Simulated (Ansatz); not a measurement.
In doubt: masses and optical values from hybrid runs of this build are listed as unsure, which bears on the screening that GW takes from such a start; one-shot GW on d or f shells is unsure, so the values of those runs are not to be relied on.

Rows from a G0W0 calculation on AgCl (Fm-3m) (Ansatz 0.2.0; G0W0 on HSE06, plane waves, PAW; 6×6×6 mesh, 99 empty bands, screening to 100 eV), in eV. Spin-orbit coupling is left out.

| row | k | band | start | Σx | Σc at the solution | Vxc |
| --- | --- | --- | --- | --- | --- | --- |
| A | (0.000, 0.000, -0.500) | c2 | 14.935 | -9.458 | -4.871 | -14.805 |
| B | Γ | v1 | 4.508 | -20.935 | 2.879 | -17.733 |
| C | Γ | c2 | 18.972 | -7.397 | -4.235 | -12.107 |
| D | (0.000, 0.000, -0.500) | c1 | 12.331 | -5.370 | -3.703 | -9.250 |
| E | (0.000, 0.000, -0.500) | v1 | 6.612 | -29.387 | 3.432 | -25.782 |
| F | Γ | c1 | 9.035 | -7.644 | -3.717 | -11.592 |

Question: Give the quasiparticle energies and the shift of each level.

The quasiparticle equation reads E = start + Σx + Σc(E) − Vxc.

| row | E (eV) | shift (eV) |
| --- | --- | --- |
| A | 15.411 | +0.476 |
| B | 4.186 | −0.322 |
| C | 19.447 | +0.475 |
| D | 12.508 | +0.177 |
| E | 6.440 | −0.172 |
| F | 9.264 | +0.229 |

Limits: not at the basis limit; d shell near the gap, gap tends to lie low; no spin-orbit coupling.

[Runs of the session that timed out or met a known fault of the program may be left out.]

[Cells called generated may have been cut or substituted from an entry of the Crystallography Open Database or the Materials Project.]

[Hosts, paths, dates, database ids (printed as entryN), source tags and the programs' standing remarks are cut or masked in the printed files.]
